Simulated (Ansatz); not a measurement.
# K on Hf(0001): change of the work function, part 2 of 3

Wanted: Δφ(θ) for K/Hf(0001), starting from the fcc site.

Ansatz 0.2.0; plane-wave DFT, PBE, Ansatz PAW.

So far, work function, upper face (eV): step 2 (the clean slab) 4.33.

### 3. The covered slab, k-mesh 4×4×1, coverage 0.111 ML

System of this step: K/Hf(0001). The cell holds 37 atoms: 36 Hf and 1 K. Cell: a = 9.600 Å, b = 9.600 Å, c = 28.977 Å, α = 90.0°, β = 90.0°, γ = 60.0°. Vacuum lies along c.

The clean slab as it ended is repeated in the plane and the adsorbate is set on one face; the cell's size fixes the coverage, and the k-mesh shrinks with it to keep the sampling density about even. Adsorbate and upper layers relax, since the dipole depends on the height.

input.yaml

```yaml
crystal:
  lattice:
    - [9.6, 0.0, 0.0]
    - [4.8, 8.3138438763, 0.0]
    - [0.0, 0.0, 28.9773478309]
  atoms:
    - { symbol: Hf, position: [0.2222222222, 0.2222222222, 0.3105874303] }
    - { symbol: Hf, position: [0.0, 0.0, 0.3979384196] }
    - { symbol: Hf, position: [0.2222222222, 0.2222222222, 0.4890305402] }
    - { symbol: Hf, position: [0.0, 0.0, 0.5711432406] }
    - { symbol: Hf, position: [0.2222222222, 0.5555555556, 0.3105874303] }
    - { symbol: Hf, position: [0.0, 0.3333333333, 0.3979384196] }
    - { symbol: Hf, position: [0.2222222222, 0.5555555556, 0.4890305402] }
    - { symbol: Hf, position: [0.0, 0.3333333333, 0.5711432406] }
    - { symbol: Hf, position: [0.2222222222, 0.8888888889, 0.3105874303] }
    - { symbol: Hf, position: [0.0, 0.6666666667, 0.3979384196] }
    - { symbol: Hf, position: [0.2222222222, 0.8888888889, 0.4890305402] }
    - { symbol: Hf, position: [0.0, 0.6666666667, 0.5711432406] }
    - { symbol: Hf, position: [0.5555555556, 0.2222222222, 0.3105874303] }
    - { symbol: Hf, position: [0.3333333333, 0.0, 0.3979384196] }
    - { symbol: Hf, position: [0.5555555556, 0.2222222222, 0.4890305402] }
    - { symbol: Hf, position: [0.3333333333, 0.0, 0.5711432406] }
    - { symbol: Hf, position: [0.5555555556, 0.5555555556, 0.3105874303] }
    - { symbol: Hf, position: [0.3333333333, 0.3333333333, 0.3979384196] }
    - { symbol: Hf, position: [0.5555555556, 0.5555555556, 0.4890305402] }
    - { symbol: Hf, position: [0.3333333333, 0.3333333333, 0.5711432406] }
    - { symbol: Hf, position: [0.5555555556, 0.8888888889, 0.3105874303] }
    - { symbol: Hf, position: [0.3333333333, 0.6666666667, 0.3979384196] }
    - { symbol: Hf, position: [0.5555555556, 0.8888888889, 0.4890305402] }
    - { symbol: Hf, position: [0.3333333333, 0.6666666667, 0.5711432406] }
    - { symbol: Hf, position: [0.8888888889, 0.2222222222, 0.3105874303] }
    - { symbol: Hf, position: [0.6666666667, 0.0, 0.3979384196] }
    - { symbol: Hf, position: [0.8888888889, 0.2222222222, 0.4890305402] }
    - { symbol: Hf, position: [0.6666666667, 0.0, 0.5711432406] }
    - { symbol: Hf, position: [0.8888888889, 0.5555555556, 0.3105874303] }
    - { symbol: Hf, position: [0.6666666667, 0.3333333333, 0.3979384196] }
    - { symbol: Hf, position: [0.8888888889, 0.5555555556, 0.4890305402] }
    - { symbol: Hf, position: [0.6666666667, 0.3333333333, 0.5711432406] }
    - { symbol: Hf, position: [0.8888888889, 0.8888888889, 0.3105874303] }
    - { symbol: Hf, position: [0.6666666667, 0.6666666667, 0.3979384196] }
    - { symbol: Hf, position: [0.8888888889, 0.8888888889, 0.4890305402] }
    - { symbol: Hf, position: [0.6666666667, 0.6666666667, 0.5711432406] }
    - { symbol: K, position: [0.1111111111, 0.1111111111, 0.6894125697] }
kpoints:
  mp_grid: { grid: [4, 4, 1] }
hamiltonian:
  xc: pbe
scf:
  occupations: { method: fermi_dirac, width: 0.1 }
  convergence: { dr2_threshold: 1.0e-08 }
efield:
  axis: 3
  dipole_correction: true
  ramp_position: 0.97
  ramp_width: 0.06
relax:
  f_tol: 0.02
  max_steps: 60
  constraints:
    - { sites: [0, 1, 4, 5, 8, 9, 12, 13, 16, 17, 20, 21, 24, 25, 28, 29, 32, 33] }
output:
  write_potential: true
  write_density: true
  volumetric_format: npy
```

Launch:

```bash
$ ansatz run input.yaml --threads 4 --pin off --max-ram 16384MiB --backend cpu --events-out ev --progress --plain --runs-dir out
```

The program printed:

```text
[...]
Crystal: 37 atoms, lattice volume = 2312.766 Å³
Basis set: ecut = 420 eV, 45067 PW (Γ), exchange–correlation on 144×144×400 points (8 copies of the dense FFT grid, shifted against one another)
Bands: 567, of which v1, the nominal top of the filled ones, is band 473 counted from 1 (472 counted from 0)
Symmetry: 6 space group operations
[...]
k-points: 4 of 16 (time reversal used)
[...]
SCF iter   1: F=—  HF=-567491.256158 eV  |F-HF|=—  |Δ(HF+E_count)|=         —  Δρ=5.17e-3  dr2=1.22e1  ethr=1.77e-3  p=0.875 e·Å  D=6.85e-2 V/Å  ΔV_dip=-1.98 eV  dr2_dipole=8.25e-1  V_vac-E_F(+/−)=2.45/4.44 eV  ⟨swp⟩=6.5  Hψ=7416  notcnv=0  defer=36
[...]
SCF iter  12: F=-567490.937763 eV  HF=-567490.937763 eV  |F-HF|=2.79e-9  |Δ(HF+E_count)|=   1.21e-8  Δρ=1.77e-7  dr2=1.36e-9  ethr=1.06e-12  p=0.875 e·Å  D=6.85e-2 V/Å  ΔV_dip=-1.98 eV  dr2_dipole=7.48e-11  V_vac-E_F(+/−)=2.40/4.38 eV  ⟨swp⟩=12.2  Hψ=20994  notcnv=0
SCF 1 converged in 12 iterations: F = -567490.937763 eV  dr2 = 1.36e-9
[...]
relax step   1: F+E_penalty+E_count = -567490.93776302 eV  Δ(F+E_penalty+E_count) = +0.000e0 eV  max|allowed force component| = 1.289e-1 eV/Å  Δτ_max = 0.0000 Å  (12 SCF iters, accepted)
[...]
SCF iter  10: F=-567490.941766 eV  HF=-567490.941766 eV  |F-HF|=1.27e-8  |Δ(HF+E_count)|=   2.91e-8  Δρ=3.61e-7  dr2=3.63e-9  ethr=1.06e-12  p=0.843 e·Å  D=6.59e-2 V/Å  ΔV_dip=-1.91 eV  dr2_dipole=3.19e-11  V_vac-E_F(+/−)=2.47/4.38 eV  ⟨swp⟩=12.5  Hψ=20841  notcnv=0
SCF 2 converged in 10 iterations: F = -567490.941766 eV  dr2 = 3.63e-9
relax step   2: F+E_penalty+E_count = -567490.94176637 eV  Δ(F+E_penalty+E_count) = -4.003e-3 eV  max|allowed force component| = 1.647e-1 eV/Å  Δτ_max = 0.0620 Å  (10 SCF iters, accepted)
SCF iter   1: F=—  HF=-567490.966355 eV  |F-HF|=—  |Δ(HF+E_count)|=         —  Δρ=7.41e-4  dr2=5.79e-2  ethr=4.61e-5  p=0.843 e·Å  D=6.59e-2 V/Å  ΔV_dip=-1.91 eV  dr2_dipole=7.01e-4  V_vac-E_F(+/−)=2.47/4.38 eV  ⟨swp⟩=2.8  Hψ=3282  notcnv=0  defer=67
[...]
SCF iter  10: F=-567490.959746 eV  HF=-567490.959746 eV  |F-HF|=3.26e-9  |Δ(HF+E_count)|=   3.60e-8  Δρ=2.24e-7  dr2=3.42e-9  ethr=1.06e-12  p=0.845 e·Å  D=6.61e-2 V/Å  ΔV_dip=-1.92 eV  dr2_dipole=1.06e-9  V_vac-E_F(+/−)=2.46/4.38 eV  ⟨swp⟩=10.0  Hψ=16899  notcnv=0
SCF 3 converged in 10 iterations: F = -567490.959746 eV  dr2 = 3.42e-9
relax step   3: F+E_penalty+E_count = -567490.95974622 eV  Δ(F+E_penalty+E_count) = -1.798e-2 eV  max|allowed force component| = 6.505e-2 eV/Å  Δτ_max = 0.0312 Å  (10 SCF iters, accepted)
[...]
relax step   4: F+E_penalty+E_count = -567490.96106303 eV  Δ(F+E_penalty+E_count) = -1.317e-3 eV  max|allowed force component| = 2.372e-2 eV/Å  Δτ_max = 0.0251 Å  (7 SCF iters, accepted)
SCF iter   1: F=—  HF=-567490.963378 eV  |F-HF|=—  |Δ(HF+E_count)|=         —  Δρ=1.06e-4  dr2=2.37e-3  ethr=1.56e-6  p=0.835 e·Å  D=6.53e-2 V/Å  ΔV_dip=-1.89 eV  dr2_dipole=4.39e-4  V_vac-E_F(+/−)=2.49/4.38 eV  ⟨swp⟩=2.5  Hψ=4338  notcnv=0  defer=67
[...]
SCF iter   7: F=-567490.961295 eV  HF=-567490.961295 eV  |F-HF|=1.56e-8  |Δ(HF+E_count)|=   6.29e-9  Δρ=3.73e-7  dr2=3.76e-9  ethr=1.06e-12  p=0.829 e·Å  D=6.49e-2 V/Å  ΔV_dip=-1.88 eV  dr2_dipole=2.85e-12  V_vac-E_F(+/−)=2.50/4.38 eV  ⟨swp⟩=11.8  Hψ=22136  notcnv=0
SCF 5 converged in 7 iterations: F = -567490.961295 eV  dr2 = 3.76e-9
relax step   5: F+E_penalty+E_count = -567490.96129543 eV  Δ(F+E_penalty+E_count) = -2.324e-4 eV  max|allowed force component| = 1.661e-3 eV/Å  Δτ_max = 0.0138 Å  (7 SCF iters, accepted)
NSCF: frozen V_eff on 4 k-points
[...]
SCF converged after 7 iterations
Free energy (F): -567490.961295 eV
[...]
Internal energy: -567489.233664 eV  (E = F + TS)
E sigma→0 (E₀):  -567490.097480 eV
Entropy (-TS):   -1.727631 eV (-46.693 meV/atom)
Fermi energy:    4.894817 eV
Dipole field:    D = 0.064871 V/Å  (p = 0.829132 e·Å, saw-weighted, corrected)
Work function:   Φ+ = 2.4996 eV   Φ− = 4.3794 eV
[...]
--- Forces (eV/Å), atoms counted from 1 ---
  atom   1  Hf    -0.00811729    -0.00468652     0.64209100
  atom   2  Hf    -0.00578232    -0.00333843    -0.67993266
  atom   3  Hf    -0.00021151    -0.00012211     0.00069352
  atom   4  Hf     0.00143884     0.00083072    -0.00062523
  atom   5  Hf    -0.00542402     0.00313156     0.66497350
  atom   6  Hf    -0.00000000     0.00667685    -0.67993266
  atom   7  Hf    -0.00001145     0.00000661     0.00004354
  atom   8  Hf     0.00000000    -0.00166143    -0.00062523
  atom   9  Hf     0.00000000     0.00937304     0.64209100
  atom  10  Hf     0.02387874    -0.01378639    -0.63091839
  atom  11  Hf     0.00000000     0.00024423     0.00069352
  atom  12  Hf    -0.00001172     0.00000677     0.00067228
  atom  13  Hf     0.00000000    -0.00626312     0.66497350
  atom  14  Hf     0.00578232    -0.00333843    -0.67993266
  atom  15  Hf     0.00000000    -0.00001323     0.00004354
  atom  16  Hf    -0.00143884     0.00083072    -0.00062523
  atom  17  Hf     0.00542402     0.00313156     0.66497350
  atom  18  Hf     0.02407511     0.01389977    -0.65420405
  atom  19  Hf     0.00001145     0.00000661     0.00004354
  atom  20  Hf    -0.00052917    -0.00030552    -0.00042182
  atom  21  Hf    -0.00359725     0.00207687     0.65842183
  atom  22  Hf    -0.00000000    -0.02779954    -0.65420405
  atom  23  Hf     0.00024918    -0.00014387    -0.00046590
  atom  24  Hf    -0.00000000     0.00061104    -0.00042182
  atom  25  Hf     0.00811729    -0.00468652     0.64209100
  atom  26  Hf    -0.00000000     0.02757279    -0.63091839
  atom  27  Hf     0.00021151    -0.00012211     0.00069352
  atom  28  Hf    -0.00000000    -0.00001354     0.00067228
  atom  29  Hf     0.00000000    -0.00415375     0.65842183
  atom  30  Hf    -0.02407511     0.01389977    -0.65420405
  atom  31  Hf    -0.00000000     0.00028773    -0.00046590
  atom  32  Hf     0.00052917    -0.00030552    -0.00042182
  atom  33  Hf     0.00359725     0.00207687     0.65842183
  atom  34  Hf    -0.02387874    -0.01378639    -0.63091839
  atom  35  Hf    -0.00024918    -0.00014387    -0.00046590
  atom  36  Hf     0.00001172     0.00000677     0.00067228
  atom  37  K     -0.00000000    -0.00000000    -0.00097099
  max |Σ_I F_I| component: 1.19e-5 eV/Å
--- Band table (eV) ---
  k-point 0: bands = [... 469 lower, 4.8505, 4.8877, 4.8877, 4.9171, 4.9286, 4.9286, 4.9369, 4.9369, ... 90 higher]
  k-point 1: bands = [... 469 lower, 4.8384, 4.8479, 4.8615, 4.8621, 4.8933, 4.9508, 4.9535, 5.0091, ... 90 higher]
  k-point 2: bands = [... 469 lower, 4.7352, 4.7465, 4.8929, 4.8960, 4.9028, 4.9049, 5.0126, 5.1209, ... 90 higher]
  k-point 3: bands = [... 469 lower, 4.8060, 4.8354, 4.8447, 4.9270, 4.9302, 4.9759, 4.9893, 5.0313, ... 90 higher]
--- Relaxed structure (5 steps of the walk, 5 accepted, 0 SCFs on fresh bases) ---
  F+E_penalty+E_count = -567490.96129543 eV   max|allowed force component| = 1.661e-3 eV/Å
  atoms:
    - { symbol: Hf, position: [0.222222, 0.222222, 0.3105874303] }
    - { symbol: Hf, position: [1.111110e-11, 1.111110e-11, 0.3979384196] }
    - { symbol: Hf, position: [0.222895, 0.222895, 0.488289] }
    - { symbol: Hf, position: [0.000535246, 0.000535246, 0.570191] }
    - { symbol: Hf, position: [0.222222, 0.555556, 0.3105874303] }
    - { symbol: Hf, position: [1.111111e-11, 0.333333, 0.3979384196] }
    - { symbol: Hf, position: [0.222065, 0.555634, 0.489662] }
    - { symbol: Hf, position: [0.000535246, 0.332263, 0.570191] }
    - { symbol: Hf, position: [0.222222, 0.888889, 0.3105874303] }
    - { symbol: Hf, position: [-2.222217e-11, 0.666667, 0.3979384196] }
    - { symbol: Hf, position: [0.222895, 0.887543, 0.488289] }
    - { symbol: Hf, position: [-0.000689049, 0.667011, 0.572174] }
    - { symbol: Hf, position: [0.555556, 0.222222, 0.3105874303] }
    - { symbol: Hf, position: [0.333333, 1.111110e-11, 0.3979384196] }
    - { symbol: Hf, position: [0.555634, 0.222065, 0.489662] }
    - { symbol: Hf, position: [0.332263, 0.000535246, 0.570191] }
    - { symbol: Hf, position: [0.555556, 0.555556, 0.3105874303] }
    - { symbol: Hf, position: [0.333333, 0.333333, 0.3979384196] }
    - { symbol: Hf, position: [0.555634, 0.555634, 0.489662] }
    - { symbol: Hf, position: [0.332239, 0.332239, 0.572063] }
    - { symbol: Hf, position: [0.555556, 0.888889, 0.3105874303] }
    - { symbol: Hf, position: [0.333333, 0.666667, 0.3979384196] }
    - { symbol: Hf, position: [0.557248, 0.888042, 0.488911] }
    - { symbol: Hf, position: [0.332239, 0.668856, 0.572063] }
    - { symbol: Hf, position: [0.888889, 0.222222, 0.3105874303] }
    - { symbol: Hf, position: [0.666667, -2.222223e-11, 0.3979384196] }
    - { symbol: Hf, position: [0.887543, 0.222895, 0.488289] }
    - { symbol: Hf, position: [0.667011, -0.000689049, 0.572174] }
    - { symbol: Hf, position: [0.888889, 0.555556, 0.3105874303] }
    - { symbol: Hf, position: [0.666667, 0.333333, 0.3979384196] }
    - { symbol: Hf, position: [0.888042, 0.557248, 0.488911] }
    - { symbol: Hf, position: [0.668856, 0.332239, 0.572063] }
    - { symbol: Hf, position: [0.888889, 0.888889, 0.3105874303] }
    - { symbol: Hf, position: [0.666667, 0.666667, 0.3979384196] }
    - { symbol: Hf, position: [0.888042, 0.888042, 0.488911] }
    - { symbol: Hf, position: [0.667011, 0.667011, 0.572174] }
    - { symbol: K, position: [0.111111, 0.111111, 0.685865] }
```

Elapsed: 27 min, on 4 threads of Arm Neoverse V1, shared host; peak memory 7.7 GiB; 1.8 h of CPU time.

Relaxation path:

| step | energy less that of the first step (eV) | largest force component (eV/Å) |
| --- | --- | --- |
| 1 | 0.0000 | 0.1289 |
| 2 | -0.0040 | 0.1647 |
| 3 | -0.0220 | 0.0651 |
| 4 | -0.0233 | 0.0237 |
| 5 | -0.0235 | 0.0017 |

The run keeps the 6 symmetry operations that the program found, so distortions that break them were not tested.

The atoms that moved most (Å):

| atom | dx | dy | dz | length |
| --- | --- | --- | --- | --- |
| K37 | 0.000 | 0.000 | -0.103 | 0.103 |
| Hf20 | -0.016 | -0.009 | 0.027 | 0.032 |
| Hf32 | 0.016 | -0.009 | 0.027 | 0.032 |
| Hf24 | 0.000 | 0.018 | 0.027 | 0.032 |
| Hf28 | 0.000 | -0.006 | 0.030 | 0.030 |
| Hf12 | -0.005 | 0.003 | 0.030 | 0.030 |
| Hf36 | 0.005 | 0.003 | 0.030 | 0.030 |
| Hf16 | -0.008 | 0.004 | -0.028 | 0.029 |

Final coordinates:

```
Hf K
1.0
     9.60000    0.00000    0.00000
     4.80000    8.31384    0.00000
     0.00000    0.00000   28.97735
Hf K
36 1
Direct
  0.22222 0.22222 0.31059
  0.00000 0.00000 0.39794
  0.22290 0.22290 0.48829
  0.00054 0.00054 0.57019
  0.22222 0.55556 0.31059
  0.00000 0.33333 0.39794
  0.22206 0.55563 0.48966
  0.00054 0.33226 0.57019
  0.22222 0.88889 0.31059
  0.00000 0.66667 0.39794
  0.22290 0.88754 0.48829
  0.99931 0.66701 0.57217
  0.55556 0.22222 0.31059
  0.33333 0.00000 0.39794
  0.55563 0.22206 0.48966
  0.33226 0.00054 0.57019
  0.55556 0.55556 0.31059
  0.33333 0.33333 0.39794
  0.55563 0.55563 0.48966
  0.33224 0.33224 0.57206
  0.55556 0.88889 0.31059
  0.33333 0.66667 0.39794
  0.55725 0.88804 0.48891
  0.33224 0.66886 0.57206
  0.88889 0.22222 0.31059
  0.66667 0.00000 0.39794
  0.88754 0.22290 0.48829
  0.66701 0.99931 0.57217
  0.88889 0.55556 0.31059
  0.66667 0.33333 0.39794
  0.88804 0.55725 0.48891
  0.66886 0.33224 0.57206
  0.88889 0.88889 0.31059
  0.66667 0.66667 0.39794
  0.88804 0.88804 0.48891
  0.66701 0.66701 0.57217
  0.11111 0.11111 0.68586
```

Numbers from this step:

* energy at zero smearing: -567490.0975 eV
* work function, upper face: 2.500 eV
* work function, lower face: 4.379 eV
* dipole along the normal: 0.8291 e·Å
* step between the vacuum levels: -1.880 eV

Running mean over 2.5312 Å of the planar mean; the ramp of the sawtooth is left out. The electron's electrostatic potential energy less the Fermi level by z:

| z (Å) | electron's electrostatic potential energy less the Fermi level (eV) |
| --- | --- |
| 3.5 | 4.38 |
| 4.0 | 4.38 |
| 4.5 | 4.37 |
| 5.0 | 4.35 |
| 5.5 | 4.30 |
| 6.0 | 4.12 |
| 6.5 | 3.64 |
| 7.0 | 2.31 |
| 7.5 | -0.567 |
| 8.0 | -4.04 |
| 8.5 | -6.60 |
| 9.0 | -7.41 |
| 9.5 | -7.41 |
| 10.0 | -7.30 |
| 10.5 | -7.25 |
| 11.0 | -7.26 |
| 11.5 | -7.25 |
| 12.0 | -7.08 |
| 12.5 | -6.76 |
| 13.0 | -6.70 |
| 13.5 | -6.92 |
| 14.0 | -7.24 |
| 14.5 | -7.56 |
| 15.0 | -8.01 |
| 15.5 | -8.13 |
| 16.0 | -7.90 |
| 16.5 | -7.51 |
| 17.0 | -6.72 |
| 17.5 | -4.42 |
| 18.0 | -1.19 |
| 18.5 | 1.39 |
| 19.0 | 2.33 |
| 19.5 | 2.40 |
| 20.0 | 2.25 |
| 20.5 | 2.12 |
| 21.0 | 2.18 |
| 21.5 | 2.35 |
| 22.0 | 2.46 |
| 22.5 | 2.49 |
| 23.0 | 2.49 |
| 23.5 | 2.50 |
| 24.0 | 2.50 |
| 24.5 | 2.50 |
| 25.0 | 2.50 |
| 25.5 | 2.50 |

The relaxation took 5 steps and lowered the energy by 0.024 eV; the largest force on the free atoms ends at 0.0017 eV/Å.

The covered face has 2.50 eV, -1.83 eV against the clean one; the bare back face has moved by -0.00 eV, a measure of how thin the slab is.

(Continued in part 3 of 3.)

[Long decimals in the printed logs are rounded to 6 places.]

[Logs are printed without paths, hosts, clocks, repeated set-up lines and the standing remarks that a program may print on its own settings, such as how far it seeks lower states.]

[Hosts, paths, dates, database ids (printed as entryN), source tags and the programs' standing remarks are cut or masked in the printed files.]

[Maps of the electrostatic potential energy from Ansatz leave out the sawtooth potential of an applied field or a dipole correction, so their vacuum need not be flat; planar profiles and work functions include it.]
